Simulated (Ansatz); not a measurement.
## The perfect W wire along [100], 16 atoms a period

Wanted: the relaxed geometry and the bands of the W wire along [100], 16 atoms a period.

Main program and level: Ansatz 0.2.0; DFT PBE, plane waves, PAW; relaxation of a wire's period; PAW set soft_1, in the first sound run; inputs show where later runs differ.

## (1) Set-up

The cell holds 16 atoms: 16 W. Cell: a = 16.310 Å, b = 16.310 Å, c = 3.170 Å, α = 90.0°, β = 90.0°, γ = 90.0°. Vacuum lies along a and b. The structure's axis is c.

## (2) Relaxing the period

Band widths follow the bond lengths, so the wire is relaxed first. The atoms and the third cell vector are free; the box across stays fixed as vacuum. A Fermi-Dirac smearing is set since the result may be a metal. The pressure printed is a third of the stress's trace over the whole box, vacuum included; only the stress along the axis is relaxed.

input.yaml reads:

```yaml
crystal:
  lattice:
    - [16.31, 0.0, 0.0]
    - [0.0, 16.31, 0.0]
    - [0.0, 0.0, 3.17]
  atoms:
    - { symbol: W, position: [0.208461067, 0.5, 0.0] }
    - { symbol: W, position: [0.402820356, 0.305640711, 0.0] }
    - { symbol: W, position: [0.402820356, 0.5, 0.0] }
    - { symbol: W, position: [0.402820356, 0.694359289, 0.0] }
    - { symbol: W, position: [0.597179644, 0.305640711, 0.0] }
    - { symbol: W, position: [0.597179644, 0.5, 0.0] }
    - { symbol: W, position: [0.597179644, 0.694359289, 0.0] }
    - { symbol: W, position: [0.791538933, 0.5, 0.0] }
    - { symbol: W, position: [0.305640711, 0.402820356, 0.5] }
    - { symbol: W, position: [0.305640711, 0.597179644, 0.5] }
    - { symbol: W, position: [0.5, 0.208461067, 0.5] }
    - { symbol: W, position: [0.5, 0.402820356, 0.5] }
    - { symbol: W, position: [0.5, 0.597179644, 0.5] }
    - { symbol: W, position: [0.5, 0.791538933, 0.5] }
    - { symbol: W, position: [0.694359289, 0.402820356, 0.5] }
    - { symbol: W, position: [0.694359289, 0.597179644, 0.5] }
kpoints:
  mp_grid: { grid: [1, 1, 26] }
scf:
  occupations: { method: fermi_dirac, width: 0.05 }
hamiltonian:
  xc: pbe
  pseudopotentials: { kind: paw, azcp: { folder: soft_1 } }
relax:
  cell: { fix: [a, b, alpha, beta, gamma] }
  max_steps: 45
  f_tol: 0.03
```

Launch:

```sh
ansatz run input.yaml --threads 4 --pin off --max-ram 16384MiB --backend cpu --events-out ev --progress --plain --runs-dir out
```

Numbers of over 12 decimals in the logs are rounded to 6 here.

Output:

```text
Engine: ansatz 0.2.0, aarch64-unknown-linux-gnu
Pseudopotentials: kind: paw
Pseudopotential: W, paw, valence charge 14, recommended cutoff 420 eV (normal), soft_1/W.paw.azcp
Functional definition: PBE
  parameter kappa = 0.804
  parameter beta = 0.066725
  exchange = pbe_x(kappa = kappa, mu = beta*pi^2/3)
  correlation = pbe_c(beta = beta)
Crystal: 16 atoms, lattice volume = 843.271 Å³
Basis set: ecut = 420 eV, 16483 PW (Γ), exchange–correlation on 240×240×48 points (8 copies of the dense FFT grid, shifted against one another)
Bands: 135, of which v1, the nominal top of the filled ones, is band 112 counted from 1 (111 counted from 0)
Symmetry: 16 space group operations
Space group: P42/mmc (ITA 131), of the structure as read, at distance tolerance 9.4e-5 Å
k-points: 14 of 26
Non-local potential: W, projectors of the file, l = 0: 3, l = 1: 2, l = 2: 2, l = 3: 1
PAW form: soft (Blöchl's): semilocal exchange-correlation on the pseudo side does not see the compensation charge
PAW one-centre angular grid: W, 590 points (default); XC on 64 Gauss nodes
Initial density: superposition of atomic densities (neutral atoms: chi_scale 0, normalization atom)
Initial wavefunctions: pseudopotential atomic-orbital guess
Functional: x = pbe(κ = 0.804, μ = 0.219515), c = pbe(β = 0.066725)
SCF iter   1: F=—  HF=-166163.019310 eV  |F-HF|=—  |Δ(HF+E_count)|=         —  Δρ=4.29e-2  dr2=1.02e2  ethr=3.10e-3  ⟨swp⟩=9.6  Hψ=8880  notcnv=0
preconditioner: auto → LDOS  [metal: Δε(μ)=0.027 eV  Ē_g=4.565 eV  σ=0.050 eV  W_gap=0.13  n_scr=142 (ndim 8)  ℏωp=12.5 eV  f_vac=0.550  D(μ)=14.09/eV (n_scr^D=68)  β→1.0]
SCF iter   2: F=—  HF=-166161.873957 eV  |F-HF|=—  |Δ(HF+E_count)|=    1.15e0  Δρ=4.41e-2  dr2=1.32e2  ethr=3.10e-3  ⟨swp⟩=5.9  Hψ=5767  notcnv=0  defer=46
SCF iter   3: F=—  HF=-166151.598934 eV  |F-HF|=—  |Δ(HF+E_count)|=    1.03e1  Δρ=9.19e-3  dr2=2.28e0  ethr=3.10e-3  ⟨swp⟩=4.4  Hψ=4748  notcnv=0  defer=43
SCF iter   4: F=—  HF=-166151.330110 eV  |F-HF|=—  |Δ(HF+E_count)|=   2.69e-1  Δρ=3.10e-3  dr2=2.33e-1  ethr=1.02e-3  ⟨swp⟩=3.4  Hψ=3104  notcnv=0  defer=31
SCF iter   5: F=—  HF=-166151.325386 eV  |F-HF|=—  |Δ(HF+E_count)|=   4.72e-3  Δρ=1.16e-3  dr2=2.79e-2  ethr=1.04e-4  ⟨swp⟩=3.6  Hψ=3160  notcnv=0  defer=31
SCF iter   6: F=—  HF=-166151.323462 eV  |F-HF|=—  |Δ(HF+E_count)|=   1.92e-3  Δρ=4.69e-4  dr2=5.36e-3  ethr=1.25e-5  ⟨swp⟩=3.1  Hψ=3996  notcnv=0  defer=31
SCF iter   7: F=—  HF=-166151.323290 eV  |F-HF|=—  |Δ(HF+E_count)|=   1.72e-4  Δρ=1.30e-4  dr2=3.12e-4  ethr=2.39e-6  ⟨swp⟩=2.0  Hψ=2532  notcnv=0  defer=31
SCF iter   8: F=—  HF=-166151.323389 eV  |F-HF|=—  |Δ(HF+E_count)|=   9.91e-5  Δρ=4.90e-5  dr2=5.85e-5  ethr=1.39e-7  ⟨swp⟩=2.7  Hψ=3251  notcnv=0  defer=31
SCF iter   9: F=—  HF=-166151.323408 eV  |F-HF|=—  |Δ(HF+E_count)|=   1.85e-5  Δρ=1.42e-5  dr2=3.95e-6  ethr=2.61e-8  ⟨swp⟩=2.2  Hψ=2785  notcnv=0  defer=31
SCF iter  10: F=—  HF=-166151.323410 eV  |F-HF|=—  |Δ(HF+E_count)|=   2.71e-6  Δρ=6.11e-6  dr2=8.35e-7  ethr=1.76e-9  ⟨swp⟩=2.6  Hψ=2990  notcnv=0  defer=31
SCF iter  11: F=-166151.323411 eV  HF=-166151.323411 eV  |F-HF|=3.29e-8  |Δ(HF+E_count)|=   3.32e-7  Δρ=2.50e-6  dr2=7.63e-8  ethr=4.46e-11  ⟨swp⟩=3.9  Hψ=7699  notcnv=0
SCF 1 converged in 11 iterations: F = -166151.323411 eV  dr2 = 7.63e-8
  greatest PAW one-centre occupation: 0.999 electrons in one spin orbital (limit 2), on the W atom at site 12 (counted from 0), in its partial waves of l = 0
relax step   1: F+E_penalty+E_count = -166151.32341086 eV  Δ(F+E_penalty+E_count) = +0.000e0 eV  max|allowed force component| = 2.500e0 eV/Å  Δτ_max = 0.0000 Å  P = -5.554 GPa  Ω = 843.271 Å³  fix = [a, b, alpha, beta, gamma]  reactions: a -4.466, b -4.466 GPa  (11 SCF iters, dr2 threshold 1.00e-7 eV, accepted)
Crystal: 16 atoms, lattice volume = 809.826 Å³
Basis set: ecut = 420 eV, 15723 PW (Γ), exchange–correlation on 240×240×48 points (8 copies of the dense FFT grid, shifted against one another)
Initial density: handed on by an earlier stage of this run
Initial wavefunctions: those handed on with the density
iter 1 solved again at ethr=1.46e-3 eV; its pass at ethr=3.10e-3 eV (dr2=3.27e0 eV) is discarded
SCF iter   1: F=—  HF=-166153.265403 eV  |F-HF|=—  |Δ(HF+E_count)|=         —  Δρ=1.27e-2  dr2=3.33e0  ethr=1.46e-3  ⟨swp⟩=2.3  Hψ=11498  notcnv=0
preconditioner: auto → LDOS  [metal: Δε(μ)=0.048 eV  Ē_g=4.460 eV  σ=0.050 eV  W_gap=0.23  n_scr=118 (ndim 8)  ℏωp=12.8 eV  f_vac=0.578  D(μ)=15.33/eV (n_scr^D=68)  β→1.0]
SCF iter   2: F=—  HF=-166153.396254 eV  |F-HF|=—  |Δ(HF+E_count)|=   1.31e-1  Δρ=1.00e-2  dr2=3.32e0  ethr=1.46e-3  ⟨swp⟩=4.0  Hψ=3994  notcnv=0
SCF iter   3: F=—  HF=-166152.771567 eV  |F-HF|=—  |Δ(HF+E_count)|=   6.25e-1  Δρ=1.39e-3  dr2=1.54e-2  ethr=1.46e-3  ⟨swp⟩=2.5  Hψ=3141  notcnv=0  defer=51
SCF iter   4: F=—  HF=-166152.771122 eV  |F-HF|=—  |Δ(HF+E_count)|=   4.45e-4  Δρ=4.68e-4  dr2=3.18e-3  ethr=6.86e-6  ⟨swp⟩=3.0  Hψ=4105  notcnv=0  defer=51
SCF iter   5: F=—  HF=-166152.771785 eV  |F-HF|=—  |Δ(HF+E_count)|=   6.63e-4  Δρ=1.58e-4  dr2=3.97e-4  ethr=1.42e-6  ⟨swp⟩=2.7  Hψ=3231  notcnv=0  defer=51
SCF iter   6: F=—  HF=-166152.771914 eV  |F-HF|=—  |Δ(HF+E_count)|=   1.29e-4  Δρ=5.89e-5  dr2=5.14e-5  ethr=1.77e-7  ⟨swp⟩=3.0  Hψ=3524  notcnv=0  defer=51
SCF iter   7: F=—  HF=-166152.771938 eV  |F-HF|=—  |Δ(HF+E_count)|=   2.43e-5  Δρ=1.82e-5  dr2=5.13e-6  ethr=2.30e-8  ⟨swp⟩=3.0  Hψ=3477  notcnv=0  defer=51
SCF iter   8: F=-166152.771940 eV  HF=-166152.771941 eV  |F-HF|=9.08e-8  |Δ(HF+E_count)|=   2.40e-6  Δρ=5.39e-6  dr2=5.02e-7  ethr=7.14e-10  ⟨swp⟩=5.9  Hψ=6744  notcnv=0
SCF 2 converged in 8 iterations: F = -166152.771940 eV  dr2 = 5.02e-7
  greatest PAW one-centre occupation: 0.999 electrons in one spin orbital (limit 2), on the W atom at site 5 (counted from 0), in its partial waves of l = 0
relax step   2: F+E_penalty+E_count = -166152.77194046 eV  Δ(F+E_penalty+E_count) = -1.449e0 eV  max|allowed force component| = 1.436e0 eV/Å  Δτ_max = 0.1986 Å  P = +1.932 GPa  Ω = 809.826 Å³  energy of the carried Pulay correction = +5.139e-3 eV  fix = [a, b, alpha, beta, gamma]  reactions: a +1.721, b +1.721 GPa  (8 SCF iters, dr2 threshold 1.60e-6 eV, accepted)
Crystal: 16 atoms, lattice volume = 812.190 Å³
Basis set: ecut = 420 eV, 15803 PW (Γ), exchange–correlation on 240×240×48 points (8 copies of the dense FFT grid, shifted against one another)
iter 1 solved again at ethr=2.56e-4 eV; its pass at ethr=3.10e-3 eV (dr2=5.73e-1 eV) is discarded
SCF iter   1: F=—  HF=-166153.181611 eV  |F-HF|=—  |Δ(HF+E_count)|=         —  Δρ=5.58e-3  dr2=5.58e-1  ethr=2.56e-4  ⟨swp⟩=3.6  Hψ=8907  notcnv=0
preconditioner: auto → LDOS  [metal: Δε(μ)=0.051 eV  Ē_g=4.233 eV  σ=0.050 eV  W_gap=0.25  n_scr=126 (ndim 8)  ℏωp=12.8 eV  f_vac=0.569  D(μ)=14.82/eV (n_scr^D=68)  β→1.0]
SCF iter   2: F=—  HF=-166153.213404 eV  |F-HF|=—  |Δ(HF+E_count)|=   3.18e-2  Δρ=4.81e-3  dr2=7.27e-1  ethr=2.49e-4  ⟨swp⟩=3.8  Hψ=4112  notcnv=0  defer=2
SCF iter   3: F=—  HF=-166153.065512 eV  |F-HF|=—  |Δ(HF+E_count)|=   1.48e-1  Δρ=7.26e-4  dr2=3.72e-3  ethr=2.49e-4  ⟨swp⟩=2.7  Hψ=3194  notcnv=0  defer=52
SCF iter   4: F=—  HF=-166153.066964 eV  |F-HF|=—  |Δ(HF+E_count)|=   1.45e-3  Δρ=2.29e-4  dr2=6.83e-4  ethr=1.66e-6  ⟨swp⟩=3.2  Hψ=3593  notcnv=0  defer=52
SCF iter   5: F=—  HF=-166153.067093 eV  |F-HF|=—  |Δ(HF+E_count)|=   1.29e-4  Δρ=7.84e-5  dr2=8.60e-5  ethr=3.05e-7  ⟨swp⟩=3.0  Hψ=3828  notcnv=0  defer=52
SCF iter   6: F=—  HF=-166153.067121 eV  |F-HF|=—  |Δ(HF+E_count)|=   2.75e-5  Δρ=2.63e-5  dr2=7.88e-6  ethr=3.84e-8  ⟨swp⟩=2.6  Hψ=3331  notcnv=0  defer=52
SCF iter   7: F=-166153.067127 eV  HF=-166153.067126 eV  |F-HF|=4.74e-7  |Δ(HF+E_count)|=   5.69e-6  Δρ=8.21e-6  dr2=9.21e-7  ethr=7.14e-10  ⟨swp⟩=6.1  Hψ=7090  notcnv=0
SCF 3 converged in 7 iterations: F = -166153.067127 eV  dr2 = 9.21e-7
relax step   3: F+E_penalty+E_count = -166153.06712668 eV  Δ(F+E_penalty+E_count) = -2.952e-1 eV  max|allowed force component| = 3.839e-1 eV/Å  Δτ_max = 0.0609 Å  P = -0.378 GPa  Ω = 812.190 Å³  energy of the carried Pulay correction = +4.769e-3 eV  fix = [a, b, alpha, beta, gamma]  reactions: a -0.535, b -0.535 GPa  (7 SCF iters, dr2 threshold 1.60e-6 eV, accepted)
Crystal: 16 atoms, lattice volume = 817.049 Å³
Basis set: ecut = 420 eV, 15963 PW (Γ), exchange–correlation on 240×240×48 points (8 copies of the dense FFT grid, shifted against one another)
iter 1 solved again at ethr=3.87e-5 eV; its pass at ethr=3.10e-3 eV (dr2=8.67e-2 eV) is discarded
SCF iter   1: F=—  HF=-166153.099554 eV  |F-HF|=—  |Δ(HF+E_count)|=         —  Δρ=2.21e-3  dr2=8.05e-2  ethr=3.87e-5  ⟨swp⟩=2.9  Hψ=9511  notcnv=0  defer=2
preconditioner: auto → LDOS  [metal: Δε(μ)=0.037 eV  Ē_g=4.284 eV  σ=0.050 eV  W_gap=0.18  n_scr=126 (ndim 8)  ℏωp=12.7 eV  f_vac=0.574  D(μ)=15.18/eV (n_scr^D=68)  β→1.0]
SCF iter   2: F=—  HF=-166153.099736 eV  |F-HF|=—  |Δ(HF+E_count)|=   1.81e-4  Δρ=1.24e-3  dr2=5.09e-2  ethr=3.60e-5  ⟨swp⟩=2.1  Hψ=3087  notcnv=0
SCF iter   3: F=—  HF=-166153.091670 eV  |F-HF|=—  |Δ(HF+E_count)|=   8.07e-3  Δρ=4.19e-4  dr2=3.97e-3  ethr=2.27e-5  ⟨swp⟩=2.4  Hψ=3445  notcnv=0
SCF iter   4: F=—  HF=-166153.090966 eV  |F-HF|=—  |Δ(HF+E_count)|=   7.04e-4  Δρ=9.11e-5  dr2=1.08e-4  ethr=1.77e-6  ⟨swp⟩=2.7  Hψ=3372  notcnv=0
SCF iter   5: F=—  HF=-166153.091035 eV  |F-HF|=—  |Δ(HF+E_count)|=   6.90e-5  Δρ=3.88e-5  dr2=3.73e-5  ethr=4.83e-8  ⟨swp⟩=2.8  Hψ=3320  notcnv=0
SCF iter   6: F=—  HF=-166153.091037 eV  |F-HF|=—  |Δ(HF+E_count)|=   1.82e-6  Δρ=1.27e-5  dr2=2.84e-6  ethr=1.67e-8  ⟨swp⟩=2.9  Hψ=3502  notcnv=0
SCF iter   7: F=-166153.091037 eV  HF=-166153.091037 eV  |F-HF|=1.58e-7  |Δ(HF+E_count)|=   5.00e-7  Δρ=3.88e-6  dr2=1.38e-7  ethr=7.14e-10  ⟨swp⟩=5.3  Hψ=6255  notcnv=0
SCF 4 converged in 7 iterations: F = -166153.091037 eV  dr2 = 1.38e-7
relax step   4: F+E_penalty+E_count = -166153.09103742 eV  Δ(F+E_penalty+E_count) = -2.391e-2 eV  max|allowed force component| = 5.988e-2 eV/Å  Δτ_max = 0.0361 Å  P = -0.153 GPa  Ω = 817.049 Å³  energy of the carried Pulay correction = +4.012e-3 eV  fix = [a, b, alpha, beta, gamma]  reactions: a -0.030, b -0.030 GPa  (7 SCF iters, dr2 threshold 1.60e-6 eV, accepted)
Crystal: 16 atoms, lattice volume = 814.349 Å³
Basis set: ecut = 420 eV, 15851 PW (Γ), exchange–correlation on 240×240×48 points (8 copies of the dense FFT grid, shifted against one another)
iter 1 solved again at ethr=3.91e-6 eV; its pass at ethr=3.10e-3 eV (dr2=8.77e-3 eV) is discarded
SCF iter   1: F=—  HF=-166153.095438 eV  |F-HF|=—  |Δ(HF+E_count)|=         —  Δρ=5.81e-4  dr2=9.06e-3  ethr=3.91e-6  ⟨swp⟩=3.4  Hψ=9119  notcnv=0
preconditioner: auto → LDOS  [metal: Δε(μ)=0.012 eV  Ē_g=4.279 eV  σ=0.050 eV  W_gap=0.06  n_scr=126 (ndim 8)  ℏωp=12.7 eV  f_vac=0.572  D(μ)=15.14/eV (n_scr^D=68)  β→1.0]
SCF iter   2: F=—  HF=-166153.094821 eV  |F-HF|=—  |Δ(HF+E_count)|=   6.17e-4  Δρ=2.09e-4  dr2=1.27e-3  ethr=3.91e-6  ⟨swp⟩=2.0  Hψ=2377  notcnv=0
SCF iter   3: F=—  HF=-166153.094778 eV  |F-HF|=—  |Δ(HF+E_count)|=   4.31e-5  Δρ=9.21e-5  dr2=2.27e-4  ethr=5.67e-7  ⟨swp⟩=2.2  Hψ=2760  notcnv=0
SCF iter   4: F=—  HF=-166153.094763 eV  |F-HF|=—  |Δ(HF+E_count)|=   1.48e-5  Δρ=2.03e-5  dr2=1.28e-5  ethr=1.01e-7  ⟨swp⟩=2.3  Hψ=2679  notcnv=0
SCF iter   5: F=—  HF=-166153.094763 eV  |F-HF|=—  |Δ(HF+E_count)|=   1.09e-7  Δρ=9.71e-6  dr2=1.81e-6  ethr=5.73e-9  ⟨swp⟩=2.8  Hψ=3158  notcnv=0
SCF iter   6: F=-166153.094763 eV  HF=-166153.094763 eV  |F-HF|=5.37e-8  |Δ(HF+E_count)|=   7.77e-9  Δρ=2.91e-6  dr2=2.22e-7  ethr=1.77e-10  ⟨swp⟩=5.5  Hψ=7052  notcnv=0
SCF 5 converged in 6 iterations: F = -166153.094763 eV  dr2 = 2.22e-7
relax step   5: F+E_penalty+E_count = -166153.09476259 eV  Δ(F+E_penalty+E_count) = -3.725e-3 eV  max|allowed force component| = 3.845e-2 eV/Å  Δτ_max = 0.0060 Å  P = -0.002 GPa  Ω = 814.349 Å³  energy of the carried Pulay correction = +4.432e-3 eV  fix = [a, b, alpha, beta, gamma]  reactions: a -0.038, b -0.038 GPa  (6 SCF iters, dr2 threshold 3.96e-7 eV, accepted)
Crystal: 16 atoms, lattice volume = 814.783 Å³
Basis set: ecut = 420 eV, 15875 PW (Γ), exchange–correlation on 240×240×48 points (8 copies of the dense FFT grid, shifted against one another)
iter 1 solved again at ethr=4.94e-7 eV; its pass at ethr=3.10e-3 eV (dr2=1.11e-3 eV) is discarded
SCF iter   1: F=—  HF=-166153.095016 eV  |F-HF|=—  |Δ(HF+E_count)|=         —  Δρ=1.84e-4  dr2=1.15e-3  ethr=4.94e-7  ⟨swp⟩=2.0  Hψ=7446  notcnv=0
preconditioner: auto → LDOS  [metal: Δε(μ)=0.013 eV  Ē_g=4.281 eV  σ=0.050 eV  W_gap=0.07  n_scr=126 (ndim 8)  ℏωp=12.7 eV  f_vac=0.572  D(μ)=15.19/eV (n_scr^D=68)  β→1.0]
SCF iter   2: F=—  HF=-166153.094975 eV  |F-HF|=—  |Δ(HF+E_count)|=   4.02e-5  Δρ=6.39e-5  dr2=1.85e-4  ethr=4.94e-7  ⟨swp⟩=2.0  Hψ=2651  notcnv=0
SCF iter   3: F=—  HF=-166153.094977 eV  |F-HF|=—  |Δ(HF+E_count)|=   1.68e-6  Δρ=3.33e-5  dr2=3.60e-5  ethr=8.27e-8  ⟨swp⟩=3.5  Hψ=3782  notcnv=0
SCF iter   4: F=—  HF=-166153.094966 eV  |F-HF|=—  |Δ(HF+E_count)|=   1.10e-5  Δρ=6.99e-6  dr2=1.18e-6  ethr=1.61e-8  ⟨swp⟩=2.3  Hψ=2828  notcnv=0
SCF iter   5: F=—  HF=-166153.094966 eV  |F-HF|=—  |Δ(HF+E_count)|=   2.27e-7  Δρ=2.31e-6  dr2=2.15e-7  ethr=5.26e-10  ⟨swp⟩=2.5  Hψ=3077  notcnv=0
SCF iter   6: F=-166153.094966 eV  HF=-166153.094966 eV  |F-HF|=2.07e-9  |Δ(HF+E_count)|=   6.11e-9  Δρ=7.41e-7  dr2=1.10e-8  ethr=4.13e-11  ⟨swp⟩=5.0  Hψ=6343  notcnv=0
SCF 6 converged in 6 iterations: F = -166153.094966 eV  dr2 = 1.10e-8
relax step   6: F+E_penalty+E_count = -166153.09496638 eV  Δ(F+E_penalty+E_count) = -2.038e-4 eV  max|allowed force component| = 5.272e-3 eV/Å  Δτ_max = 0.0018 Å  P = -0.019 GPa  Ω = 814.783 Å³  energy of the carried Pulay correction = +4.365e-3 eV  fix = [a, b, alpha, beta, gamma]  reactions: a -0.028, b -0.028 GPa  (6 SCF iters, dr2 threshold 9.24e-8 eV, accepted)
Initial wavefunctions: pseudopotential atomic-orbital guess (no wavefunctions were taken with the density)
iter 1 solved again at ethr=8.66e-7 eV; its pass at ethr=3.10e-3 eV (dr2=1.94e-3 eV) is discarded
SCF iter   1: F=—  HF=-166153.090726 eV  |F-HF|=—  |Δ(HF+E_count)|=         —  Δρ=5.57e-5  dr2=3.28e-6  ethr=8.66e-7  ⟨swp⟩=4.4  Hψ=14206  notcnv=0
eigensolver tolerance schedule: the retry pair's looser diagonalisation over-reported the residual by 590.58 of it (diagonalisation noise at 0.20 of the residual, at the tolerance the schedule requests for it); recorded, not acted on — ethr = c·dr2/N_el stays at c = 1.0e-1
preconditioner: auto → LDOS  [metal: Δε(μ)=0.013 eV  Ē_g=4.280 eV  σ=0.050 eV  W_gap=0.07  n_scr=126 (ndim 8)  ℏωp=12.7 eV  f_vac=0.572  D(μ)=15.19/eV (n_scr^D=68)  β→1.0]
SCF iter   2: F=—  HF=-166153.090746 eV  |F-HF|=—  |Δ(HF+E_count)|=   1.98e-5  Δρ=6.10e-6  dr2=1.87e-7  ethr=1.46e-9  ⟨swp⟩=3.4  Hψ=4114  notcnv=0
SCF iter   3: F=—  HF=-166153.090746 eV  |F-HF|=—  |Δ(HF+E_count)|=   3.20e-8  Δρ=2.02e-6  dr2=7.91e-8  ethr=8.36e-11  ⟨swp⟩=3.0  Hψ=4023  notcnv=0
SCF iter   4: F=—  HF=-166153.090746 eV  |F-HF|=—  |Δ(HF+E_count)|=   8.38e-9  Δρ=6.12e-7  dr2=5.99e-9  ethr=3.53e-11  ⟨swp⟩=2.8  Hψ=3033  notcnv=0
SCF iter   5: F=-166153.090746 eV  HF=-166153.090746 eV  |F-HF|=1.75e-10  |Δ(HF+E_count)|=   1.46e-9  Δρ=1.14e-7  dr2=1.45e-10  ethr=1.00e-12  ⟨swp⟩=4.0  Hψ=9488  notcnv=0
SCF 7 converged in 5 iterations: F = -166153.090746 eV  dr2 = 1.45e-10
relax step   7: F+E_penalty+E_count = -166153.09074603 eV  Δ(F+E_penalty+E_count) = +4.220e-3 eV  max|allowed force component| = 5.328e-3 eV/Å  Δτ_max = 0.0000 Å  P = -0.019 GPa  Ω = 814.783 Å³  fix = [a, b, alpha, beta, gamma]  reactions: a -0.027, b -0.027 GPa  stress off target by 3.34e-3 GPa on what of the cell is left free  SCF on the basis re-selected at this cell (its energy is not comparable with the rows above)  (5 SCF iters)
basis re-selected at this cell: Δ(F+E_penalty+E_count) = +4.220e-3 eV, ΔP = -0.001 GPa vs the last step (what re-selecting the basis moved, of the pressure what is left beyond the Pulay correction that the steps carried, after the strain that the cell walked since its last selection, with what the two solves' SCF thresholds leave and, on support functions, any second-order correction that the steps lacked; it is no m [...]
SCF converged after 5 iterations
Free energy (F): -166153.090746 eV
Harris-Foulkes:  -166153.090746 eV  (|F-HF|=1.75e-10)
Internal energy: -166152.966978 eV  (E = F + TS)
E sigma→0 (E₀):  -166153.028862 eV
Entropy (-TS):   -0.123768 eV (-7.735 meV/atom)
Fermi energy:    4.118719 eV
--- Per-component energies (eV) ---
  E_band       = -5403.211066
  E_kinetic    = 6737.946960
  E_local      = -139179.182333  (includes V_loc(G=0)·N_el)
  E_nonlocal   = -395.245716
  E_hartree    = 66855.871572
  E_xc         = -4263.676232
  E_vxc        = -3674.799674  (∫ρ·V_xc dr)
  E_paw        = -137247.802105  (= ΣΔE_a)
  E_vpaw       = -2603.676150  (= ΣTr[D̂ρ^β])
  E_aug_tail   = 0.002393  (compensation charges beyond the density's cutoff)
  E_ewald      = 41339.118482
  E_smearing   = -0.123768  (= −TS)
  E_closure    = 0.000000  (closes the sum)
  Σ components = -166153.090746   (vs F -166153.090746, Δ=0.00e0)
--- Forces (eV/Å), atoms counted from 1 ---
  atom   1  W     -0.00019625     0.00000000     0.00000000
  atom   2  W      0.00351370    -0.00143742     0.00000000
  atom   3  W      0.00532817     0.00000000     0.00000000
  atom   4  W      0.00351370     0.00143742     0.00000000
  atom   5  W     -0.00351370    -0.00143742     0.00000000
  atom   6  W     -0.00532817     0.00000000     0.00000000
  atom   7  W     -0.00351370     0.00143742     0.00000000
  atom   8  W      0.00019625     0.00000000     0.00000000
  atom   9  W     -0.00143742     0.00351370     0.00000000
  atom  10  W     -0.00143742    -0.00351370     0.00000000
  atom  11  W      0.00000000    -0.00019625     0.00000000
  atom  12  W      0.00000000     0.00532817     0.00000000
  atom  13  W      0.00000000    -0.00532817     0.00000000
  atom  14  W      0.00000000     0.00019625     0.00000000
  atom  15  W      0.00143742     0.00351370     0.00000000
  atom  16  W      0.00143742    -0.00351370     0.00000000
  max |Σ_I F_I| component: 1.73e-18 eV/Å
--- Stress (GPa, compression-positive) ---
       -0.027291       0.000000       0.000000
        0.000000      -0.027291       0.000000
        0.000000       0.000000      -0.003340
  P = ⅓ Tr σ = -0.0193 GPa (-0.193 kbar)
--- Relaxed structure (6 steps of the walk, 6 accepted, 1 SCFs on fresh bases) ---
  F+E_penalty+E_count = -166153.09074603 eV   max|allowed force component| = 5.328e-3 eV/Å   (the final SCF, on the basis selected at the relaxed cell)
  cell:  # Å, volume = 814.7827 Å³
    - [16.31, 0.0, 0.0]
    - [0.0, 16.31, 0.0]
    - [0.0, 0.0, 3.062907]
  atoms:
    - { symbol: W, position: [0.218964, 0.5, 0.0] }
    - { symbol: W, position: [0.403597, 0.306059, 0.0] }
    - { symbol: W, position: [0.401457, 0.5, 0.0] }
    - { symbol: W, position: [0.403597, 0.693941, 0.0] }
    - { symbol: W, position: [0.596403, 0.306059, 0.0] }
    - { symbol: W, position: [0.598543, 0.5, 0.0] }
    - { symbol: W, position: [0.596403, 0.693941, 0.0] }
    - { symbol: W, position: [0.781036, 0.5, 0.0] }
    - { symbol: W, position: [0.306059, 0.403597, 0.500000] }
    - { symbol: W, position: [0.306059, 0.596403, 0.500000] }
    - { symbol: W, position: [0.5, 0.218964, 0.500000] }
    - { symbol: W, position: [0.5, 0.401457, 0.500000] }
    - { symbol: W, position: [0.5, 0.598543, 0.500000] }
    - { symbol: W, position: [0.5, 0.781036, 0.500000] }
    - { symbol: W, position: [0.693941, 0.403597, 0.500000] }
    - { symbol: W, position: [0.693941, 0.596403, 0.500000] }
```

Run time: 3.3 min. Hardware: 4 threads of Arm Neoverse V2, shared host; peak memory 2.9 GiB; 13 min of CPU time.

[end of part 1 of 2]

[Logs are printed without paths, hosts, clocks, repeated set-up lines and the standing remarks that a program may print on its own settings, such as how far it seeks lower states.]

[Hosts, paths, dates, database ids (printed as entryN), source tags and the programs' standing remarks are cut or masked in the printed files.]
